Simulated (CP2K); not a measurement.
Two runs for the P L₂,₃ edge of phosphine. Run A: CP2K XAS_TDP, all-electron GAPW, PBEh(45%), aug-cc-pVTZ, TDA, ZORA, spin–orbit coupling. Run B differs in one setting.

First lines with a strength over 0.0003. A:

| atom | energy (eV) | states | strength, one atom |
| --- | --- | --- | --- |
| P1 (bonded to 3 H) | 129.93 | 2 | 0.0008 |
|  | 130.07 | 4 | 0.0069 |
|  | 130.41 | 1 | 0.0019 |
|  | 130.75 | 2 | 0.0004 |
|  | 130.83 | 4 | 0.0044 |

B:

| atom | energy (eV) | states | strength, one atom |
| --- | --- | --- | --- |
| P1 (bonded to 3 H) | 132.57 | 2 | 0.0007 |
|  | 132.70 | 2 | 0.0057 |
|  | 132.71 | 2 | 0.0010 |
|  | 133.02 | 1 | 0.0019 |
|  | 133.39 | 2 | 0.0007 |

**Question.** Which was it: the basis, GW2X switched on, the functional?

GW2X switched on. GW2X shifts the lines nearly together; each 2p level gets its own shift. The lowest line over the strength cut lies at 132.57 eV, against 129.93 eV (PBEh(45%), aug-cc-pVTZ).

[Hosts, paths, dates, database ids (printed as entryN), source tags and the programs' standing remarks are cut or masked in the printed files.]
